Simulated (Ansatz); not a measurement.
# SrInSn (built on the sites of a database entry of SrAlGe): following an unstable mode, part 3 of 3

Wanted: the energy along a soft mode of SrInSn (built on the sites of a database entry of SrAlGe) and the structure at the end.

Ansatz 0.2.0; DFT PBE+D3(BJ), scalar-relativistic, plane waves, PAW.

So far. Step 5 (Energy along the mode, all amplitudes (two of the runs …): The lowest of the steps tried is at 0.45 Å, 50.2 meV/atom below the parent; the bottom of the well need not coincide with a step. Step 7 (The new phase in its own primitive cell): The largest force component left is 0.20 meV/Å and the pressure is -0.001 GPa, within the tolerances set. The cell now holds 31.19 Å³/atom.

The structure was built from a prototype and need not be the compound's stable phase.

### 8. Modes of the new phase, k-mesh 9×9×8

A relaxed structure may still be a saddle point, so its zone-centre modes are computed. No field response is asked, since the mesh shows no gap.

Input file input.yaml:

```yaml
crystal:
  lattice:
    - [4.7829456628, 0.0, 0.0]
    - [-2.3914728314, 4.1421524489, 0.0]
    - [0.0, 0.0, 4.7229584854]
  atoms:
    - { symbol: Sr, position: [0.0, 0.0, 0.9978447882] }
    - { symbol: In, position: [0.6666666667, 0.3333333333, 0.591258598] }
    - { symbol: Sn, position: [0.3333333333, 0.6666666667, 0.4124418191] }
kpoints:
  mp_grid: { grid: [9, 9, 8] }
hamiltonian:
  xc: pbe
  dispersion: d3bj
scf:
  occupations: { method: methfessel_paxton, width: 0.15 }
output:
  eigenvalues: true
phonons:
  method: dfpt
```

Started as:

```bash
$ ansatz run input.yaml --threads 8 --pin off --max-ram 14336MiB --backend cpu --events-out ev --progress --plain --runs-dir out
```

Numbers of over 12 decimals in the logs are rounded to 6 here.

The log of the run:

```text
[...]
Crystal: 3 atoms, lattice volume = 93.570 Å³
Basis set: ecut = 420 eV, 1797 PW (Γ), exchange–correlation on 64×64×64 points (8 copies of the dense FFT grid, shifted against one another)
Bands: 23, of which v1, the nominal top of the filled ones, is band 19 counted from 1 (18 counted from 0)
Symmetry: 6 space group operations
k-points: 185 of 648 (irreducible under 2 space group operations, time reversal used)
[...]
SCF iter   1: F=—  HF=-15168.595626 eV  |F-HF|=—  |Δ(HF+E_count)|=         —  Δρ=2.31e-3  dr2=7.81e-3  ethr=1.77e-3  ⟨swp⟩=8.1  Hψ=24264  notcnv=0
[...]
SCF iter  11: F=-15168.594082 eV  HF=-15168.594082 eV  |F-HF|=3.64e-12  |Δ(HF+E_count)|=  9.09e-12  S|Δr|=    0.00e0  Δρ=5.04e-8  dr2=4.27e-12  ethr=1.00e-12  ⟨swp⟩=6.8  Hψ=21090  notcnv=0
SCF 1 converged in 11 iterations: F = -15168.594082 eV  dr2 = 4.27e-12
[...]
DFPT response loops at Γ: preconditioner auto → Kerker (q_TF=auto, 2.337 Å⁻¹) (partly filled bands, converged f_vac=0.000); β = 1.00, the filter's whole step (`scf.mixing.beta` (0.50) is not read by the response loops under this deck's `scf.mixing.preconditioner`; to damp them name `kerker` or `kerker_dos`, under which they read `scf.mixing.beta`, and type it under 1.00, their step now; both keys bind the ground state too); Broyden in place of MSR1
SCF converged after 11 iterations
[...]
Free energy (F): -15168.594082 eV
[...]
Internal energy: -15168.591182 eV  (E = F + TS)
E sigma→0 (E₀):  -15168.593357 eV
Entropy (-TS):   -0.002899 eV (-0.966 meV/atom)
Fermi energy:    8.975875 eV
[...]
--- Band table (eV; the first three rows and the last of 185) ---
  k-point 0: bands = [... 15 lower, 6.8534, 7.9935, 7.9935, 8.8251, 9.7154, 11.5516, 11.5516, 12.0465]
  k-point 1: bands = [... 15 lower, 6.4149, 8.0796, 8.0796, 8.7624, 10.2357, 11.1505, 11.1505, 12.3539]
  k-point 2: bands = [... 15 lower, 5.5694, 8.3211, 8.3211, 8.8844, 10.6068, 10.6068, 11.0587, 12.3568]
  k-point 184: bands = [... 15 lower, 4.0728, 6.4201, 6.7589, 8.2137, 10.8549, 11.6128, 12.6622, 12.9890]
--- Phonons (Γ-DFPT): 6 representative perturbations + reference, on 185 of 648 k-points (Σ response iterations 18) ---
  k mesh reduced under 2 symmetry operations, with k and −k counted as one. Each operation leaves every solved perturbation unchanged. A smaller set is not used because it would not reduce the number of displacements times k-points to solve
  ASR residual: 6.865e-5 → 0.000e0 eV/Å²; symmetrization residual: 4.897e-5 eV/Å²
[...]
ASR residual per site (eV/Å²): 6.02e-5 6.52e-5 6.86e-5
  Γ frequencies (cm⁻¹): 0.00 0.00 0.00 93.49 112.45 113.74 113.74 164.04 164.04
  non-analytic LO–TO correction: not included (Born effective charges unavailable; polar crystals: no LO–TO splitting at Γ)
```

Wall time 36 s (8 threads of Arm Neoverse V2, shared host); peak memory 1.7 GiB; 4.2 min of CPU time.

Numbers from this step:

```yaml
sum_rule_residual_before_enforcement: 6.86e-5 eV/Å²
point_group: 3m
highest_optical_mode_at_the_zone_centre_no_lo_to_term: 164.0 cm⁻¹
lowest_optical_zone_centre_mode: 93.49 cm⁻¹
```

Patterns of degenerate modes are one choice out of their space. The modes at Γ (shares of kinetic energy by element, %):

| mode | frequency (cm⁻¹) | symmetry | Sr % | In % | Sn % |
| --- | --- | --- | --- | --- | --- |
| 1 | 0.0 | acoustic | 27 | 36 | 37 |
| 2 | 0.0 | acoustic | 27 | 36 | 37 |
| 3 | 0.0 | acoustic | 27 | 36 | 37 |
| 4 | 93.5 | A1 | 1 | 46 | 54 |
| 5 | 112.5 | A1 | 72 | 18 | 10 |
| 6 | 113.7 | E | 73 | 13 | 15 |
| 7 | 113.7 | E | 73 | 13 | 15 |
| 8 | 164.0 | E | 0 | 52 | 48 |
| 9 | 164.0 | E | 0 | 52 | 48 |

Displacements in mode 4 (93.5 cm⁻¹), the largest set to 1:
```
Sr1  0.00  0.00 -0.12
In2  0.00  0.00 -0.94
Sn3  0.00  0.00  1.00
```

Displacements in mode 7 (113.7 cm⁻¹), the largest set to 1:
```
Sr1  0.00  1.00  0.00
In2  0.00 -0.36  0.00
Sn3  0.00 -0.39  0.00
```

Before it was imposed, the acoustic sum rule was missed by 6.9e-5 eV/Å². Small misses are needed for a sound result but don't prove that mesh and cutoff are converged. The lowest optical mode is real, 93.5 cm⁻¹.

### 9. The phases reached

The phases reached along the modes that were followed are set side by side.

Energies are those of the first relaxation, on the mesh of the frozen mode; space group, volume and gap are those of the last relaxation. Phases, by row:

| mode frozen in | space group | energy from parent (meV/atom) | volume (Å³/atom) | gap on mesh (eV) | lowest zone-centre optical mode (cm⁻¹) | largest shift (Å) |
| --- | --- | --- | --- | --- | --- | --- |
| parent | P-6m2 | 0 | 31.28 | 0 | – | – |
| q = (0, 0, -0.5), 67i cm⁻¹ | P-6m2 | -73.36 | 31.34 | 0 | 52.6 | 0.587 |
| q = (0, 0, 0), 67i cm⁻¹ | P3m1 | -52.44 | 31.19 | 0 | 93.5 | 0.431 |

### 10. What came out

```yaml
unstable_mode_of_the_parent: q = (0, 0, 0), 66i cm⁻¹
depth_at_the_lowest_point_sampled: 50.2 meV/atom
largest_atomic_shift_at_that_point: 0.45 Å
space_group_reached_within_0p01_a: P3m1
energy_gained_over_the_parent_first_relaxation_on_the_mesh_of_the_frozen_mode: 52.4 meV/atom
volume_per_atom_phase_reached: 31.2 Å³
lowest_optical_zone_centre_mode_phase_reached: 93.5 cm⁻¹
highest_optical_mode_at_the_zone_centre_no_lo_to_term_phase_reached: 164 cm⁻¹
```

In words: Along this mode the structure falls into P3m1, 52.4 meV/atom below the parent. At the parent's cell the well is 50.19 meV/atom deep on the steps tried, with its lowest point at a shift of 0.45 Å. Relaxing atoms and cell changes the gain by +2.26 meV/atom against the lowest step (energies at zero smearing). The new phase has no imaginary mode at the zone centre of its cell; other wavevectors were not checked. Of the 2 patterns followed to their end from this parent, this one ends 20.9 meV/atom above the lowest, P-6m2. Each path keeps the symmetry of its pattern, so a lower phase may lie along a pattern not tried. With no gap, or one that is small against the smearing, the frequencies hang on the k mesh and the smearing, most of all near Kohn anomalies. The phonon runs are without spin polarisation, although the cell has an odd electron count. Spin-orbit coupling is left out, which can matter for the heavy elements here. A phonon run warned that its eigensolver left some bands unconverged in a pass. In the phonons the program treats the change of the C6 weights of the dispersion term with coordination only in part. The starting cell was built on a prototype and not taken from a measurement, so the phase need not exist.

[Logs are printed without paths, hosts, clocks, repeated set-up lines and the standing remarks that a program may print on its own settings, such as how far it seeks lower states.]

[Hosts, paths, dates, database ids (printed as entryN), source tags and the programs' standing remarks are cut or masked in the printed files.]
